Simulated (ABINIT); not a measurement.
# Lithium (Im-3m): from the cell to the phonon bands, part 2 of 3

How does Lithium (Im-3m) vibrate, and is this structure a minimum?

ABINIT 10.8.3; DFT PBE, scalar-relativistic, plane waves, PseudoDojo norm-conserving pseudopotentials.

So far. Step 3 (Relaxation): The volume changes by -5.9 % in this run and stands -5.9 % from the first cell. Step 4 (Ground state): The cell stands at -0.30 GPa: the relaxation ran with a smoothed and higher cutoff, and the difference is a stress of the finite basis. The relaxed cell has a = 3.439 Å (conventional setting).

**5. Zone-centre response**

At q = 0 one unit cell holds all displacements. The response is solved for single atoms along the cell's directions, and symmetry skips those that follow from others. The crystal is treated as a metal, which screens a static field, so no field response is asked.

Input file dfpt_gamma.abi:

```

# common to the responses
getwfk_filepath "gso_WFK"
kptopt 2
nqpt 1
qpt 0.0 0.0 0.0
asr 0
chneut 0

# displacements
rfphon 1
rfatpol 1 1
rfdir 1 1 1
tolvrs 1.0d-10
prtwf 0
prtpot 1

# basis, mesh and filling
ecut 33.0
ngkpt 12 12 12
nshiftk 1
shiftk 0.0 0.0 0.0
istwfk *1
occopt 7
tsmear 0.01
nband 6
nstep 100
diemac 1000000.0
prtebands 0
prtgsr 0

# cell and atoms
acell 3*1.0 Angstrom
rprim 
    -1.719674335 1.719674335 1.719674335
    1.719674335 -1.719674335 1.719674335
    1.719674335 1.719674335 -1.719674335
ntypat 1
znucl 3
natom 1
typat 1
xred 
    0.0 0.0 0.0
pp_dirpath "./pseudo"
pseudos "Li.upf"
```

Command:

```console
> OMP_NUM_THREADS=1 mpirun -n 4 abinit dfpt_gamma.abi > dfpt_gamma.log
```

Numbers of over 12 decimals in the logs are rounded to 6 here.

dfpt_gamma.abo, the main output file:

```text
[banners, grids, parts of the stress and lines that vanish by symmetry left out]
- input  file    -> dfpt_gamma.abi
- output file    -> dfpt_gamma.abo
- root for input  files -> dfpt_gammai
- root for output files -> dfpt_gammao

 Symmetries : space group Im -3 m (#229); Bravais cI (body-center cubic)
================================================================================
 Values of the parameters that define the memory need of the present run (RF).
     intxc =       0      iscf =       7    lmnmax =       4     lnmax =       4
     mgfft =      30  mpssoang =       2    mqgrid =    3001     natom =       1
  nloc_mem =       1    nspden =       1   nspinor =       1    nsppol =       1
      nsym =      48    n1xccc =       0    ntypat =       1    occopt =       7
   xclevel =       2
-    mband =           6        mffmem =           1         mkmem =         217
-   mkqmem =         217        mk1mem =         217           mpw =        1264
      nfft =       27000          nkpt =         868
- my_mband =           6
================================================================================
================================================================================

--------------------------------------------------------------------------------
------------- Echo of variables that govern the present computation ------------
--------------------------------------------------------------------------------
-
- outvars: echo of selected default values
-   iomode0 =  0 , fftalg0 =312 , wfoptalg0 =  0
-
- outvars: echo of global parameters not present in the input file
-  max_nthreads =    1
-
 -outvars: echo values of preprocessed input variables --------
            acell      1.8897261259E+00  1.8897261259E+00  1.8897261259E+00 Bohr
              amu      6.94100000E+00
              asr           0
           chneut           0
             ecut      3.30000000E+01 Hartree
-          fftalg         312
           istwfk        1    0    0    0    0    0    1    0    0    0
                         0    0    0    0    0    0    0    0    0    0
                         0    0    0    0    0    0    0    0    0    0
                         0    0    0    0    0    0    0    0    0    0
                         0    0    0    0    0    0    0    0    0    0
                       outvar_i_n : Printing only first  50 k-points.
              ixc     -101130
              kpt      0.00000000E+00  0.00000000E+00  0.00000000E+00
                       8.33333333E-02  0.00000000E+00  0.00000000E+00
                       1.66666667E-01  0.00000000E+00  0.00000000E+00
                       2.50000000E-01  0.00000000E+00  0.00000000E+00
                       [...]
                       outvar_i_n : Printing only first  50 k-points.
           kptopt           2
         kptrlatt       12    0    0      0   12    0      0    0   12
          kptrlen      6.75440271E+01
P           mkmem         217
P          mkqmem         217
P          mk1mem         217
            natom           1
            nband           6
           nbdbuf           2
            ngfft          30      30      30
             nkpt         868
             nqpt           1
            nstep         100
             nsym          48
           ntypat           1
              occ      2.000000  1.000000  0.000000  0.000000  0.000000  0.000000
                       2.000000  1.000000  0.000000  0.000000  0.000000  0.000000
                       2.000000  1.000000  0.000000  0.000000  0.000000  0.000000
                       2.000000  1.000000  0.000000  0.000000  0.000000  0.000000
                       [...]
                       prtocc : prtvol=0, do not print more k-points.
           occopt           7
        optdriver           1
        prtebands           0
           prtgsr           0
           prtpot           1
            prtwf           0
           rfphon           1
            rprim     -1.7196743350E+00  1.7196743350E+00  1.7196743350E+00
                       1.7196743350E+00 -1.7196743350E+00  1.7196743350E+00
                       1.7196743350E+00  1.7196743350E+00 -1.7196743350E+00
          spgroup         229
           symrel      1  0  0   0  1  0   0  0  1      -1  0  0   0 -1  0   0  0 -1
                      -1 -1 -1   0  0  1   0  1  0       1  1  1   0  0 -1   0 -1  0
                       0  1  0   1  0  0  -1 -1 -1       0 -1  0  -1  0  0   1  1  1
                       0  0  1  -1 -1 -1   1  0  0       0  0 -1   1  1  1  -1  0  0
                       [...]
           tolvrs      1.00000000E-10
            typat      1
              wtk        0.00058    0.00116    0.00116    0.00116    0.00116    0.00116
                         0.00058    0.00116    0.00116    0.00116    0.00116    0.00116
                         0.00116    0.00116    0.00116    0.00116    0.00116    0.00116
                         0.00116    0.00116    0.00116    0.00116    0.00116    0.00116
                       [...]
                       outvars : Printing only first  50 k-points.
            znucl        3.00000

================================================================================

 chkinp: Checking input parameters for consistency.

================================================================================
== DATASET  1 ==================================================================
-   mpi_nproc: 4, omp_nthreads: 1 (-1 if OMP is not activated)

--- !DatasetInfo
iteration_state: {dtset: 1, }
dimensions: {natom: 1, nkpt: 868, mband: 6, nsppol: 1, nspinor: 1, nspden: 1, mpw: 1264, }
cutoff_energies: {ecut:  33.0, pawecutdg:  -1.0, }
electrons: {nelect:   3.00000000E+00, charge:   0.00000000E+00, occopt:   7.00000000E+00, tsmear:   1.00000000E-02, }
meta: {optdriver: 1, rfphon: 1, }
...

 mkfilename: getwfk from: gso_WFK

 Real(R)+Recip(G) space primitive vectors, cartesian coordinates (Bohr,Bohr^-1):
 R(1)= -3.2497135  3.2497135  3.2497135  G(1)=  0.0000000  0.1538597  0.1538597
 R(2)=  3.2497135 -3.2497135  3.2497135  G(2)=  0.1538597  0.0000000  0.1538597
 R(3)=  3.2497135  3.2497135 -3.2497135  G(3)=  0.1538597  0.1538597  0.0000000
 Unit cell volume ucvol=  1.3727619E+02 bohr^3
 Angles (23,13,12)=  1.09471221E+02  1.09471221E+02  1.09471221E+02 degrees
 setup1 : take into account q-point for computing boxcut.

 getcut: wavevector=  0.0000  0.0000  0.0000  ngfft=  30  30  30
         ecut(hartree)=     33.000   => boxcut(ratio)=   2.06107

--- Pseudopotential description ------------------------------------------------
- pspini: atom type   1  psp file is ./pseudo/Li.upf

   8.23080177E+00                                ecore*ucvol(ha*bohr**3)
--------------------------------------------------------------------------------

 ==>  initialize data related to q vector <==

 The list of irreducible perturbations for this q vector is:
    1)    idir= 1    ipert=   1

================================================================================

 The perturbation idir=   2  ipert=   1 is
 symmetric of a previously calculated perturbation.
 So, its SCF calculation is not needed.

 The perturbation idir=   3  ipert=   1 is
 symmetric of a previously calculated perturbation.
 So, its SCF calculation is not needed.

--------------------------------------------------------------------------------
 Perturbation wavevector (in red.coord.)   0.000000  0.000000  0.000000
 Perturbation : displacement of atom   1   along direction   1
 Found     6 symmetries that leave the perturbation invariant.
 symkpt : the number of k-points, thanks to the symmetries,
 is reduced to   189 .

--------------------------------------------------------------------------------

--------------------------------------------------------------------------------

 dfpt_looppert : total number of electrons, from k and k+q
  fully or partially occupied states are    3.000000E+00 and    3.000000E+00.
 Initialisation of the first-order wave-functions :
  ireadwf=   0

--- !BeginCycle
iteration_state: {dtset: 1, }
solver: {iscf: 7, nstep: 100, nline: 4, wfoptalg: 0, }
tolerances: {tolvrs: 1.00E-10, }
...

     iter   2DEtotal(Ha)        deltaE(Ha) residm    vres2
-ETOT  1  0.217004     -1.103E+03 1.335E+01 6.493E+00
 ETOT  2 -4.09010583098279E-04 -2.174E-01 4.957E-03 1.884E+01
 ETOT  3 -4.18069974330137E-04 -9.059E-06 1.663E-06 1.585E+01
 ETOT  4 -4.56824880984641E-04 -3.875E-05 1.839E-06 4.283E-01
 ETOT  5 -4.88396164200822E-04 -3.157E-05 1.640E-07 3.451E-02
 ETOT  6 -4.98473392326559E-04 -1.008E-05 8.361E-08 1.714E-03
 ETOT  7 -4.98898978776197E-04 -4.256E-07 3.360E-09 4.547E-05
 ETOT  8 -4.98911619843057E-04 -1.264E-08 1.009E-10 1.157E-06
 ETOT  9 -4.98911997055984E-04 -3.772E-10 5.245E-12 1.260E-08
 ETOT 10 -4.98912011607899E-04 -1.455E-11 6.400E-14 1.073E-10
 ETOT 11 -4.98912014791131E-04 -3.183E-12 2.844E-16 4.792E-13

 At SCF step   11       vres2   =  4.79E-13 < tolvrs=  1.00E-10 =>converged.
================================================================================

 ----iterations are completed or convergence reached----

 Mean square residual over all n,k,spin=   70.581E-18; max=  28.441E-17

 Thirteen components of 2nd-order total energy (hartree) are
 1,2,3: 0th-order hamiltonian combined with 1st-order wavefunctions
     kin0=   1.04262850E+03 eigvalue=   2.99409127E+02  local=  -2.90789275E+02
 4,5,6: 1st-order hamiltonian combined with 1st and 0th-order wfs
 loc psp =  -6.28809187E+02  Hartree=   2.24363843E+02     xc=  -1.12079295E+02
 note that "loc psp" includes a xc core correction that could be resolved
 7,8,9: eventually, occupation + non-local contributions
    edocc=   6.45489556E+01     enl0=  -1.25037597E+02   enl1=  -1.57727932E+03
 1-9 gives the relaxation energy (to be shifted if some occ is /=2.0)
   erelax=  -1.10304426E+03
 10,11,12 Non-relaxation  contributions : frozen-wavefunctions and Ewald
 fr.local=   3.14404472E+02 fr.nonlo=   7.88639285E+02  Ewald=   0.00000000E+00
 13,14 Frozen wf xc core corrections (1) and (2)
 frxc 1  =   0.00000000E+00  frxc 2 =   0.00000000E+00
 Resulting in :
 2DEtotal=   -0.4989120148E-03 Ha. Also 2DEtotal=   -0.135760875372E-01 eV
    (2DErelax=   -1.1030442558E+03 Ha. 2DEnonrelax=    1.1030437569E+03 Ha)
    (  non-var. 2DEtotal :   -4.9889458705E-04 Ha)

================================================================================

 ---- first-order wavefunction calculations are completed ----

 ==> Compute Derivative Database <==

  2nd-order matrix (non-cartesian coordinates, masses not included,
   asr not included )
     j1       j2             matrix element
  dir pert dir pert     real part     imaginary part

   1    1   1    1        -0.0004988951         0.0000000000
   1    1   2    1         0.0001662984         0.0000000000
   1    1   3    1         0.0001662984         0.0000000000
   1    1   2    3         0.0000000000         0.0000000000
   1    1   3    3         0.0000000000         0.0000000000

   2    1   1    1         0.0001662984         0.0000000000
   2    1   2    1        -0.0004988951         0.0000000000
   2    1   3    1         0.0001662984         0.0000000000
   2    1   1    3         0.0000000000         0.0000000000
   2    1   3    3         0.0000000000         0.0000000000

   3    1   1    1         0.0001662984         0.0000000000
   3    1   2    1         0.0001662984         0.0000000000
   3    1   3    1        -0.0004988951         0.0000000000
   3    1   1    3         0.0000000000         0.0000000000
   3    1   2    3         0.0000000000         0.0000000000

   1    3   2    1         0.0000000000         0.0000000000
   1    3   3    1         0.0000000000         0.0000000000

   2    3   1    1         0.0000000000         0.0000000000
   2    3   3    1         0.0000000000         0.0000000000

   3    3   1    1         0.0000000000         0.0000000000
   3    3   2    1         0.0000000000         0.0000000000

  Dynamical matrix, in cartesian coordinates,
   if specified in the inputs, asr has been imposed
     j1       j2             matrix element
  dir pert dir pert     real part    imaginary part

   1    1   1    1        -0.0000157470         0.0000000000
   1    1   2    1         0.0000000000         0.0000000000
   1    1   3    1         0.0000000000         0.0000000000

   2    1   1    1         0.0000000000         0.0000000000
   2    1   2    1        -0.0000157470         0.0000000000
   2    1   3    1         0.0000000000         0.0000000000

   3    1   1    1         0.0000000000         0.0000000000
   3    1   2    1         0.0000000000         0.0000000000
   3    1   3    1        -0.0000157470         0.0000000000

  Phonon wavevector (reduced coordinates) :  0.00000  0.00000  0.00000
 Phonon energies in Hartree :
  -3.527832E-05 -3.527832E-05 -3.527832E-05
 Phonon frequencies in cm-1    :
- -7.742696E+00 -7.742696E+00 -7.742696E+00

== END DATASET(S) ==============================================================
================================================================================

 -outvars: echo values of variables after computation
            acell      1.8897261259E+00  1.8897261259E+00  1.8897261259E+00 Bohr
           etotal     -4.9891201479E-04
            fcart      0.0000000000E+00  0.0000000000E+00  0.0000000000E+00
           strten      0.0000000000E+00  0.0000000000E+00  0.0000000000E+00
================================================================================
```

Wall time 7.7 s (4 MPI ranks of Intel Xeon Platinum 8488C (Sapphire Rapids), shared host).

With one atom there are acoustic modes alone, which should vanish; they come out at 7.74 cm⁻¹ in size, the error that the sum rule removes later.

**6. Linear response on the mesh**

Linear response treats each wavevector of the 4×4×4 mesh in the unit cell; the first-order potentials are kept for the electron-phonon matrix elements.

Input file dfpt_q.abi:

```
ndtset 7

# wavevectors
qpt1 0.25 0.0 0.0
qpt2 0.5 0.0 0.0
qpt3 0.25 0.25 0.0
qpt4 0.25 0.25 0.25
qpt5 -0.25 0.25 0.25
qpt6 0.5 0.5 0.25
qpt7 0.5 0.5 0.5

# displacements
getwfk_filepath "gso_WFK"
getwfq_filepath "gso_WFK"
kptopt 3
nqpt 1
rfphon 1
rfatpol 1 1
rfdir 1 1 1
tolvrs 1.0d-10
prtwf 0
prtpot 1

# basis, mesh and filling
ecut 33.0
ngkpt 12 12 12
nshiftk 1
shiftk 0.0 0.0 0.0
istwfk *1
occopt 7
tsmear 0.01
nband 6
nstep 100
diemac 1000000.0
prtebands 0
prtgsr 0

# cell and atoms
acell 3*1.0 Angstrom
rprim 
    -1.719674335 1.719674335 1.719674335
    1.719674335 -1.719674335 1.719674335
    1.719674335 1.719674335 -1.719674335
ntypat 1
znucl 3
natom 1
typat 1
xred 
    0.0 0.0 0.0
pp_dirpath "./pseudo"
pseudos "Li.upf"
```

Command:

```console
> OMP_NUM_THREADS=1 mpirun -n 4 abinit dfpt_q.abi > dfpt_q.log
```

dfpt_q.abo, the main output file:

```text
[banners, grids, parts of the stress and lines that vanish by symmetry left out]
- input  file    -> dfpt_q.abi
- output file    -> dfpt_q.abo
- root for input  files -> dfpt_qi
[...]
DATASET    1 : space group Im -3 m (#229); Bravais cI (body-center cubic)
[...]
nfft =       27000          nkpt =        1728
[...]
DATASET    2 : space group Im -3 m (#229); Bravais cI (body-center cubic)
[...]
nfft =       27000          nkpt =        1728
[...]
DATASET    3 : space group Im -3 m (#229); Bravais cI (body-center cubic)
[...]
nfft =       27000          nkpt =        1728
[...]
DATASET    4 : space group Im -3 m (#229); Bravais cI (body-center cubic)
[...]
nfft =       27000          nkpt =        1728
[...]
DATASET    5 : space group Im -3 m (#229); Bravais cI (body-center cubic)
[...]
nfft =       27000          nkpt =        1728
[...]
DATASET    6 : space group Im -3 m (#229); Bravais cI (body-center cubic)
[...]
nfft =       27000          nkpt =        1728
[...]
DATASET    7 : space group Im -3 m (#229); Bravais cI (body-center cubic)
[...]
nfft =       27000          nkpt =        1728
[...]
== DATASET  1 ==================================================================
[...]
cutoff_energies: {ecut:  33.0, pawecutdg:  -1.0, }
[...]
Perturbation : displacement of atom   1   along direction   1
[...]
-ETOT  1   5.504121     -1.114E+03 1.340E+01 1.076E+05
 ETOT  2  0.519929     -4.984E+00 7.151E-03 4.539E+03
 ETOT  3  0.338370     -1.816E-01 2.440E-04 1.878E+02
 ETOT  4  0.330829     -7.541E-03 3.570E-05 4.420E-01
 ETOT  5  0.330809     -1.999E-05 1.182E-07 1.641E-02
[...]
At SCF step   10       vres2   =  1.34E-11 < tolvrs=  1.00E-10 =>converged.
[...]
Perturbation : displacement of atom   1   along direction   2
[...]
-ETOT  1  0.274855     -1.103E+03 1.339E+01 8.617E+00
[...]
At SCF step   10       vres2   =  2.63E-11 < tolvrs=  1.00E-10 =>converged.
[...]
Phonon wavevector (reduced coordinates) :  0.25000  0.00000  0.00000
 Phonon energies in Hartree :
[...]
Phonon frequencies in cm-1    :
-  3.538821E+01  1.342059E+02  2.250116E+02
[...]
== DATASET  2 ==================================================================
[...]
cutoff_energies: {ecut:  33.0, pawecutdg:  -1.0, }
[...]
-  3.00000   3.00000  171031                  znucl, zion, pspdat
[...]
Perturbation : displacement of atom   1   along direction   1
[...]
-ETOT  1   1.119970     -1.111E+03 1.342E+01 2.726E+01
[...]
ETOT  8  0.905174      1.205E-11 2.626E-12 2.667E-09
 ETOT  9  0.905174     -1.546E-11 2.004E-01 7.933E-12
 At SCF step    9       vres2   =  7.93E-12 < tolvrs=  1.00E-10 =>converged.
[...]
Phonon wavevector (reduced coordinates) :  0.50000  0.50000  0.50000
 Phonon energies in Hartree :
[...]
Phonon frequencies in cm-1    :
-  3.298024E+02  3.298024E+02  3.298024E+02
[...]
fcart7     0.0000000000E+00  0.0000000000E+00  0.0000000000E+00
       
================================================================================
```

The job ended after 6.9 min (4 MPI ranks).

Numbers from this step:

* lowest mode on the q mesh (acoustic ones at the zone centre apart): 35.39 cm⁻¹

Frequencies (cm⁻¹) before the sum rule at the irreducible wavevectors but Γ, which is solved apart; negative means imaginary. Frequencies by wavevector:

```tsv
q (fractions)	star	mode 1	mode 2	mode 3
0.25 0 0	12	35.39	134.2	225
0.5 0 0	6	57.02	191.1	319.8
0.25 0.25 0	24	128.1	247.3	295.8
0.25 0.25 0.25	2	259.6	259.6	259.6
-0.25 0.25 0.25	6	217.1	224.4	224.4
0.5 0.5 0.25	12	214.5	281.2	311.3
0.5 0.5 0.5	1	329.8	329.8	329.8
```

(Continued in part 3 of 3.)

[Host names and launcher messages were left out of these logs when they were recorded.]

[Logs are printed without paths, hosts, clocks, repeated set-up lines and the standing remarks that a program may print on its own settings, such as how far it seeks lower states.]

[Hosts, paths, dates, database ids (printed as entryN), source tags and the programs' standing remarks are cut or masked in the printed files.]
